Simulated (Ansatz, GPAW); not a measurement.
# A 7-layer slab of Y(0001): work function by functional and basis, part 3 of 3

Wanted: work functions and dipole of a 7-layer slab of Y(0001), with the cost of each level.

GPAW 26.7.0 and Ansatz 0.2.0; Ansatz plane waves; slab in vacuum with a dipole correction, relaxation (the session's first sound run).

So far, upper work function (eV): step 2 (relaxing the atoms, PBE) 3.35; step 6 (self-consistent run: xc = "revPBE") 3.26; step 7 (self-consistent run: xc = "RPBE") 3.26; step 8 (self-consistent run: xc = "vdW-DF2", GPAW, PAW setups, GPAW) 3.64; step 9 (real-space grid: mode = "fd", PBE, GPAW) 3.36.

### 10. Atomic orbitals: mode = "lcao"

Level of this step: GPAW, PAW setups; slab in vacuum (GPAW).

Atom-centred orbitals end a few angstrom from the surface, which tests how much the density's tail matters.

File run.py:

```python
import json
import numpy as np
from ase import Atoms
from gpaw import GPAW

slab = Atoms(
    ['Y', 'Y', 'Y', 'Y', 'Y', 'Y', 'Y'],
    positions=[
        [0.00000, 0.00000, 9.00000],
        [3.65000, 2.10733, 11.86707],
        [0.00000, 0.00000, 14.73415],
        [3.65000, 2.10733, 17.58690],
        [0.00000, 0.00000, 20.43856],
        [3.65000, 2.10733, 23.31608],
        [0.00000, 0.00000, 26.09164]],
    cell=[[3.65, 0.0, 0.0], [1.825, 3.16099, 0.0], [0.0, 0.0, 35.20245]],
    pbc=[True, True, False])

slab.calc = GPAW(mode='lcao', basis='dzp', h=0.18, xc='PBE', kpts={'size': (10, 10, 1), 'gamma': True},
                 occupations={'name': 'fermi-dirac', 'width': 0.1}, nbands='120%',
                 convergence={'density': 1e-05}, maxiter=200,
                 poissonsolver={'dipolelayer': 'xy'},
                 symmetry={'tolerance': 1e-3}, txt='slab.txt')
result = {}
energy = slab.get_potential_energy()
fermi = slab.calc.get_fermi_level()
v = slab.calc.get_electrostatic_potential().mean((0, 1)) - fermi
n = slab.calc.get_pseudo_density().mean((0, 1))
L = slab.cell[2, 2]
z = np.arange(len(v)) * L / len(v)
low, high = slab.positions[:, 2].min(), slab.positions[:, 2].max()
below, above = np.interp([low - 6.8, high + 6.8], z, v)
slopes = [np.interp(x, z, np.gradient(v, z)) for x in (low - 6.8, high + 6.8)]
eps = np.array([[slab.calc.get_eigenvalues(k, s) for k in range(len(slab.calc.get_ibz_k_points()))]
                for s in range(slab.calc.get_number_of_spins())]) - fermi
top, bottom = eps[eps < 0].max(), eps[eps > 0].min()
dipole = slab.get_dipole_moment()[2]
print(f'energy {energy:.4f} eV, Fermi level {fermi:.4f} eV, dipole {dipole:.5f} e A')
print(f'potential 6.8 A off the faces, from the Fermi level: lower {below:.4f} eV, upper {above:.4f} eV')
print(f'slope of the potential there: lower {slopes[0]:.5f}, upper {slopes[1]:.5f} eV/A')
print(f'nearest levels on the mesh: {top:.4f} and {bottom:.4f} eV')
print('magnetic moment', round(slab.get_magnetic_moment(), 3))
result.update(energy=energy, fermi=fermi, dipole=dipole, below=below, above=above, slopes=slopes, edges=[top, bottom],
              z=z.tolist(), v=v.tolist(), n=n.tolist(), positions=slab.positions.tolist(),
              forces=slab.get_forces(apply_constraint=False).tolist(), moments=slab.get_magnetic_moments().tolist())
json.dump(result, open('result.json', 'w'))
```

The run is started by

```console
$ OMP_NUM_THREADS=1 OPENBLAS_NUM_THREADS=1 python run.py
```

Numbers of over 12 decimals in the logs are rounded to 6 here.

Output:

```text
energy -30.0800 eV, Fermi level -3.3268 eV, dipole 0.00118 e A
potential 6.8 A off the faces, from the Fermi level: lower 3.3360 eV, upper 3.3175 eV
slope of the potential there: lower -0.00000, upper -0.00000 eV/A
nearest levels on the mesh: -0.0005 and 0.0107 eV
magnetic moment 0.0
```

It took 88 min on 1 thread of Intel Xeon Platinum 8259CL at 2.50GHz (Skylake/Cascade Lake), shared host; peak memory 0.53 GiB.

Numbers from this step:

```
dipole along the normal                    : 0.001179 e·Å
levels nearest the Fermi level on the mesh : -4.64e-4, 0.01065 eV from the Fermi level
upper work function                        : 3.318 eV
lower work function                        : 3.336 eV
```

The electrostatic potential energy of an electron (without an applied field's), less the Fermi level, planar mean oscillates, so the rows of the table below give means over windows of 2.87 Å about each position, cut where the curve ends. Its maxima inside the range that stand out by 2 % of the span (Å: eV): 10.4: 0.915, 13.3: 0.742, 16.2: 0.728, 19.0: 0.724, 21.8: 0.735, 24.7: 0.590. Its minima: 9.1: -17.5, 11.9: -17.3, 14.8: -17.1, 17.6: -17.4, 20.5: -17.3, 23.3: -17.2, 26.0: -17.5.

Table of electrostatic potential energy of an electron (without an applied field's), less the Fermi level, planar mean by z; means over each step:

| z (Å) | electrostatic potential energy of an electron (without an applied field's), less the Fermi level, planar mean (eV) |
| --- | --- |
| 1.44 | 3.34 |
| 4.30 | 3.33 |
| 7.17 | 0.319 |
| 10.04 | -6.40 |
| 12.91 | -6.38 |
| 15.78 | -6.46 |
| 18.65 | -6.47 |
| 21.52 | -6.35 |
| 24.39 | -6.80 |
| 27.26 | -3.98 |
| 30.13 | 3.28 |
| 33.00 | 3.32 |

The upper face's work function is 3.318 eV, against 3.358 eV in the first plane-wave PBE run at this geometry.

### 11. All levels side by side

Times are for 1 thread of Intel Xeon Platinum 8259CL at 2.50GHz (Skylake/Cascade Lake), shared host. The series side by side:

| no. | run | upper work function (eV) | lower work function (eV) | time | memory (GiB) |
| --- | --- | --- | --- | --- | --- |
| 1 | pw | 3.358 | 3.374 | 12 min | 0.36 |
| 2 | LDA | 3.520 | 3.533 | 15 min | 0.36 |
| 3 | optPBE vdW | 3.539 | 3.552 | 13 min | 0.63 |
| 4 | revPBE | 3.263 | 3.281 | 10 min | 0.35 |
| 5 | RPBE | 3.257 | 3.275 | 14 min | 0.36 |
| 6 | vdW DF2 | 3.644 | 3.655 | 14 min | 0.63 |
| 7 | fd | 3.357 | 3.373 | 40 min | 1.3 |
| 8 | lcao | 3.318 | 3.336 | 88 min | 0.53 |

### 12. A second plane-wave code

A second program with its own datasets checks the number independently.

This step: Ansatz plane waves; slab in vacuum with a dipole correction (Ansatz 0.2.0).

File input.yaml:

```yaml
crystal:
  lattice:
    - [3.65, 0.0, 0.0]
    - [1.825, 3.1609927238, 0.0]
    - [0.0, 0.0, 35.20245]
  atoms:
    - { symbol: "Y", position: [0.0, 0.0, 0.2556640234] }
    - { symbol: "Y", position: [0.6666666667, 0.6666666667, 0.3371093489] }
    - { symbol: "Y", position: [0.0, 0.0, 0.4185546745] }
    - { symbol: "Y", position: [0.6666666667, 0.6666666667, 0.4995929817] }
    - { symbol: "Y", position: [0.0, 0.0, 0.5806004752] }
    - { symbol: "Y", position: [0.6666666667, 0.6666666667, 0.6623426205] }
    - { symbol: "Y", position: [0.0, 0.0, 0.7411882174] }
kpoints:
  mp_grid: { grid: [10, 10, 1] }
hamiltonian:
  xc: pbe
scf:
  occupations: { method: fermi_dirac, width: 0.1 }
efield:
  axis: 3
  dipole_correction: true
  ramp_width: 0.05
output:
  forces: true
  write_potential: true
  write_density: true
  volumetric_format: npy
```

The run is started by

```console
$ ansatz run input.yaml --threads 4 --pin off --max-ram 8192MiB --backend cpu --events-out ev --progress --plain --runs-dir out
```

Output:

```text
[...]
Crystal: 7 atoms, lattice volume = 406.153 Å³
Basis set: ecut = 420 eV, 7797 PW (Γ), exchange–correlation on 50×50×480 points (8 copies of the dense FFT grid, shifted against one another)
Bands: 47, of which v1, the nominal top of the filled ones, is band 39 counted from 1 (38 counted from 0)
Symmetry: 6 space group operations
[...]
k-points: 14 of 100 (time reversal used)
[...]
SCF iter   1: F=—  HF=-26939.485999 eV  |F-HF|=—  |Δ(HF+E_count)|=         —  Δρ=2.61e-3  dr2=7.60e-1  ethr=1.77e-3  p=0.001 e·Å  D=4.03e-4 V/Å  ΔV_dip=-0.01 eV  dr2_dipole=2.55e-2  V_vac-E_F(+/−)=2.97/2.98 eV  ⟨swp⟩=8.1  Hψ=6394  notcnv=0
[...]
SCF iter   8: F=-26939.475770 eV  HF=-26939.475770 eV  |F-HF|=3.81e-8  |Δ(HF+E_count)|=   4.65e-8  Δρ=2.59e-6  dr2=7.55e-8  ethr=1.30e-10  p=0.001 e·Å  D=4.46e-4 V/Å  ΔV_dip=-0.02 eV  dr2_dipole=9.71e-9  V_vac-E_F(+/−)=3.35/3.37 eV  ⟨swp⟩=10.1  Hψ=5551  notcnv=0
SCF 1 converged in 8 iterations: F = -26939.475770 eV  dr2 = 7.55e-8
[...]
SCF converged after 8 iterations
Free energy (F): -26939.475770 eV
[...]
Internal energy: -26938.992700 eV  (E = F + TS)
E sigma→0 (E₀):  -26939.234235 eV
Entropy (-TS):   -0.483069 eV (-69.010 meV/atom)
Fermi energy:    3.937227 eV
Dipole field:    D = 0.000539 V/Å  (p = 0.001209 e·Å, saw-weighted, corrected)
Work function:   Φ+ = 3.3531 eV   Φ− = 3.3720 eV
[...]
--- Forces (eV/Å), atoms counted from 1 ---
  atom   1  Y     -0.00000000     0.00000000     0.17562840
  atom   2  Y      0.00000000     0.00000000    -0.17828824
  atom   3  Y      0.00000000    -0.00000000     0.01221449
  atom   4  Y     -0.00000000     0.00000000    -0.00177238
  atom   5  Y     -0.00000000    -0.00000000    -0.00031651
  atom   6  Y      0.00000000     0.00000000    -0.00412789
  atom   7  Y     -0.00000000    -0.00000000    -0.00337800
  max |Σ_I F_I| component: 4.01e-5 eV/Å
--- Band table (eV; the first three rows and the last of 14) ---
  k-point 0: bands = [... 35 lower, 4.1087, 4.1173, 4.6464, 4.7347, 4.8400, 5.2258, 5.4794, 5.4794, ... 12 higher]
  k-point 1: bands = [... 35 lower, 4.1134, 4.1317, 4.4508, 4.5269, 4.6973, 5.1278, 5.2177, 5.2215, ... 12 higher]
  k-point 2: bands = [... 35 lower, 3.9628, 3.9987, 4.1037, 4.1242, 4.4418, 4.6022, 4.6684, 4.7143, ... 12 higher]
  k-point 13: bands = [... 35 lower, 3.5242, 3.5408, 3.6841, 3.7051, 3.9395, 3.9513, 4.2712, 4.2938, ... 12 higher]
```

The job ended after 17 s (4 threads; peak memory 0.92 GiB; 56 s of CPU time).

Numbers from this step:

```
upper work function     : 3.353 eV
lower work function     : 3.372 eV
dipole along the normal : 0.001209 e·Å
dipole field            : 5.39e-4 V/Å
vacuum level above      : 7.290 eV
```

The electrostatic potential energy of an electron (with the applied field's), less the Fermi level, planar mean oscillates, so the rows of the table below give means over windows of 2.79 Å about each position, cut where the curve ends. Its maxima inside the range that stand out by 2 % of the span (Å: eV): 10.4: 0.929, 13.3: 0.737, 16.1: 0.737, 19.1: 0.717, 21.9: 0.773, 24.6: 0.576. Its minima: 8.9: -13.3, 11.9: -12.9, 14.7: -12.9, 17.6: -13.0, 20.4: -13.0, 23.3: -12.8, 26.1: -13.3.

Electrostatic potential energy of an electron (with the applied field's), less the Fermi level, planar mean against z; means over each step:

| z (Å) | electrostatic potential energy of an electron (with the applied field's), less the Fermi level, planar mean (eV) |
| --- | --- |
| 1.40 | 3.37 |
| 4.19 | 3.36 |
| 6.98 | 1.33 |
| 9.77 | -5.63 |
| 12.56 | -5.54 |
| 15.35 | -5.63 |
| 18.14 | -5.64 |
| 20.93 | -5.66 |
| 23.72 | -5.65 |
| 26.51 | -5.80 |
| 29.30 | 3.13 |
| 32.09 | 3.35 |
| 34.88 | 3.36 |

The valence density, planar mean oscillates, so the rows of the table below give means over windows of 2.86 Å about each position, cut where the curve ends. Its maxima inside the range that stand out by 2 % of the span (Å: e/Å³): 8.9: 0.674, 11.9: 0.677, 14.7: 0.673, 17.6: 0.677, 20.4: 0.674, 23.3: 0.678, 26.1: 0.678. Its minima: 10.4: 0.102, 13.3: 0.0999, 16.1: 0.102, 19.1: 0.102, 21.9: 0.0985, 24.6: 0.110.

The valence density, planar mean by z; means over each step:

z (Å), valence density, planar mean (e/Å³) and a bar:
```
     1.43      0.000 
     4.29      0.000 
     7.15      0.075 ######
    10.01      0.333 ############################
    12.87      0.333 ############################
    15.73      0.334 #############################
    18.59      0.336 #############################
    21.45      0.329 ############################
    24.31      0.351 ##############################
    27.17      0.242 #####################
    30.03      0.001 
    32.89      0.000
```

Force by atom:

| atom | x (eV/Å) | y (eV/Å) | z (eV/Å) | size |
| --- | --- | --- | --- | --- |
| Y1 | 0.000 | 0.000 | 0.176 | 0.176 |
| Y2 | 0.000 | 0.000 | -0.178 | 0.178 |
| Y3 | 0.000 | 0.000 | 0.012 | 0.012 |
| Y4 | 0.000 | 0.000 | -0.002 | 0.002 |
| Y5 | 0.000 | 0.000 | 0.000 | 0.000 |
| Y6 | 0.000 | 0.000 | -0.004 | 0.004 |
| Y7 | 0.000 | 0.000 | -0.003 | 0.003 |

The upper face's work function is 3.353 eV, against 3.358 eV in the first plane-wave PBE run at this geometry.

### 13. Side by side

Results and costs are gathered.

This step: comparison of work functions, dipole and cost (GPAW 26.7.0).

Ladder, by row:

| step | code | work function, upper (eV) | work function, lower (eV) | dipole (e Å) | wall time (s) | peak memory (GiB) | threads |
| --- | --- | --- | --- | --- | --- | --- | --- |
| pw | GPAW | 3.358 | 3.374 | 0.001065 | 748.3 | 0.36 | 1 |
| LDA | GPAW | 3.52 | 3.533 | 8.52e-4 | 907.2 | 0.36 | 1 |
| optPBE-vdW | GPAW | 3.539 | 3.552 | 8.17e-4 | 791.5 | 0.63 | 1 |
| revPBE | GPAW | 3.263 | 3.281 | 0.001127 | 613.6 | 0.35 | 1 |
| RPBE | GPAW | 3.257 | 3.275 | 0.001158 | 862.9 | 0.36 | 1 |
| vdW-DF2 | GPAW | 3.644 | 3.655 | 6.99e-4 | 821.5 | 0.63 | 1 |
| fd | GPAW | 3.357 | 3.373 | 0.001033 | 2397 | 1.27 | 1 |
| lcao | GPAW | 3.318 | 3.336 | 0.001179 | 5296 | 0.53 | 1 |
| ansatz | Ansatz | 3.353 | 3.372 | 0.001209 | 16.68 | 0.918 | 4 |

### 14. A changed run

One more run, with changed settings.

This step: GPAW, PAW setups; slab in vacuum (GPAW 26.7.0).

Changes to run.py since step 10:

```diff
@@ -3,3 +3,4 @@
 from ase import Atoms
-from gpaw import GPAW
+from gpaw import GPAW, PW
+from gpaw.external import ConstantElectricField
 
@@ -18,6 +19,7 @@
 
-slab.calc = GPAW(mode='lcao', basis='dzp', h=0.18, xc='PBE', kpts={'size': (10, 10, 1), 'gamma': True},
-                 occupations={'name': 'fermi-dirac', 'width': 0.1}, nbands='120%',
-                 convergence={'density': 1e-05}, maxiter=200,
+slab.calc = GPAW(mode=PW(400), xc='PBE', kpts={'size': (10, 10, 1), 'gamma': True},
+                 occupations={'name': 'fermi-dirac', 'width': 0.1}, nbands='160%',
+                 convergence={'density': 1e-05}, maxiter=50,
                  poissonsolver={'dipolelayer': 'xy'},
+                 external=ConstantElectricField(1.5, [0, 0, 1]),
                  symmetry={'tolerance': 1e-3}, txt='slab.txt')
```

The run is started by

```console
$ OMP_NUM_THREADS=1 OPENBLAS_NUM_THREADS=1 python run.py
```

Output:

```text
gpaw.KohnShamConvergenceError: Did not converge!  See text output for help.
```

Wall time 44 min (1 thread); peak memory 0.72 GiB.

No converged result was reached; the numbers in the log don't describe the system.

The fault put into the input: a field far too strong, under a cap of 50 iterations, which ended the run (field = 1.5).

### 15. What came out

```json
{"work function, upper and lower face": "3.358 and 3.374 eV", "dipole along the normal": "0.00107 e Å"}
```

In words: With plane waves and PBE the work function is 3.36 eV on the upper face and 3.37 eV on the lower. The measured value for polycrystalline Y, which weights the faces of low work function, is 3.1 eV (as compiled in "Anisotropic work function of elemental crystals", 2019, arxiv:1902.07811); the relaxed upper face lies 0.26 eV over it with PBE, and RPBE comes nearest (3.26 eV). Measured work functions scatter by a tenth of an eV or more between methods. Over the sound runs of the table the upper face's work function spans 3.257 (RPBE) to 3.644 eV (vdW-DF2). The two plane-wave codes differ by 0.0045 eV on the upper face. The small printed dipole stands for a step of -17 meV from the lower to the upper face, and the probes find -16 meV; values this small are near the numerical noise of both. The in-plane lattice was kept as typed, which isn't the functional's own and leaves some strain; spin-orbit coupling and temperature are left out.

[Logs are printed without paths, hosts, clocks, repeated set-up lines and the standing remarks that a program may print on its own settings, such as how far it seeks lower states.]

[Hosts, paths, dates, database ids (printed as entryN), source tags and the programs' standing remarks are cut or masked in the printed files.]
